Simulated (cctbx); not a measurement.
# What is wrong with this refinement?

Cell a = 8.5210 Å, b = 8.5210 Å, c = 3.8540 Å, α = 90.00°, β = 90.00°, γ = 120.00°; space group P6_3/m (no. 176).

Simulated single-crystal data (cctbx): Mo Kα, λ = 0.71073 Å, to d = 0.65 Å, 95 % of the full sphere, strongest reflection 5000 counts, noise from counting, a 3 % proportional error and a noise floor of 15 counts (s.d.); no absorption.

An isotropic refinement with weights 1/σ² prints:

```text
Rint 0.083, 347 unique reflections to 0.65 A
cycle     R1     wR2    GooF  max shift (A)
   1  0.0737  0.1571   4.315   0.10534
  12  0.0246  0.0390   1.071   0.01776
final R1 0.0246 wR2 0.0390 GooF 1.071  parameters 11  data/parameter 31.5
atom        x        y        z      Ueq    occ   su(xyz)  su(Uiso or U11)
W1     0.36478  0.31397  0.75000   0.0036  1.000  0.00006  0.0001
Ru1    0.14535  0.97625  0.75000   0.0040  1.000  0.00012  0.0001
Na1    0.33333  0.66667  0.75000   0.0044  1.000  0.00000  0.0013
Na2    0.18322  0.38725  0.46503   1.0000  1.000  0.04922  0.1508
difference map: max 5.43 min -4.21 rms 1.24
Q1    0.1286  0.4999  0.7500    6    5.43  1.61 A from Na1
Q2    0.9952  0.0543  0.7500    6    5.17  0.88 A from Ru1
Q3    0.3333  0.6667  0.6119    4    5.02  0.53 A from Na1
Q4    0.2661  0.5692  0.1055   12    4.30  1.37 A from Na2
Q5    0.0306  0.5096  0.7500    6    4.30  1.54 A from W1
Q6    0.0862  0.1852  0.7500    6    4.26  0.48 A from Ru1
```

Q: Accept it or mend it, and why?

Mend it. The fault: spurious atom: Na2. Against the right model at the same level, R1 goes from 0.0241 to 0.0246 and GooF from 1.05 to 1.07 and Na2 takes U = the program's ceiling. A site with no density behind it hides by a very large U or drifts. The fit had not settled when the cycles ran out.

The compound is NaRu3W3. The right model at the same level gives:

```text
Rint 0.083, 347 unique reflections to 0.65 A
cycle     R1     wR2    GooF  max shift (A)
   1  0.2144  0.3858  10.534   0.05576
   2  0.0241  0.0384   1.048   0.00000
final R1 0.0241 wR2 0.0384 GooF 1.048  parameters 7  data/parameter 49.6
atom        x        y        z      Ueq    occ   su(xyz)  su(Uiso or U11)
W1     0.36479  0.31397  0.75000   0.0036  1.000  0.00006  0.0001
Ru1    0.14536  0.97625  0.75000   0.0041  1.000  0.00012  0.0001
Na1    0.33333  0.66667  0.75000   0.0045  1.000  0.00000  0.0013
difference map: max 5.33 min -4.08 rms 1.22
Q1    0.1286  0.4995  0.7500    6    5.34  1.61 A from Na1
Q2    0.3333  0.6667  0.6119    4    4.81  0.53 A from Na1
Q3    0.9952  0.0544  0.7500    6    4.80  0.88 A from Ru1
Q4    0.2001  0.4529  0.2500    6    4.36  1.11 A from W1
Q5    0.2659  0.5685  0.1058   12    4.25  1.56 A from Na1
Q6    0.0862  0.1856  0.7500    6    4.09  0.48 A from Ru1
```

This is a model crystal, built by substitution and not relaxed, with assumed displacement parameters.

[Middle refinement cycles are left out of these outputs.]

[Logs are printed without paths, hosts, clocks, repeated set-up lines and the standing remarks that a program may print on its own settings, such as how far it seeks lower states.]
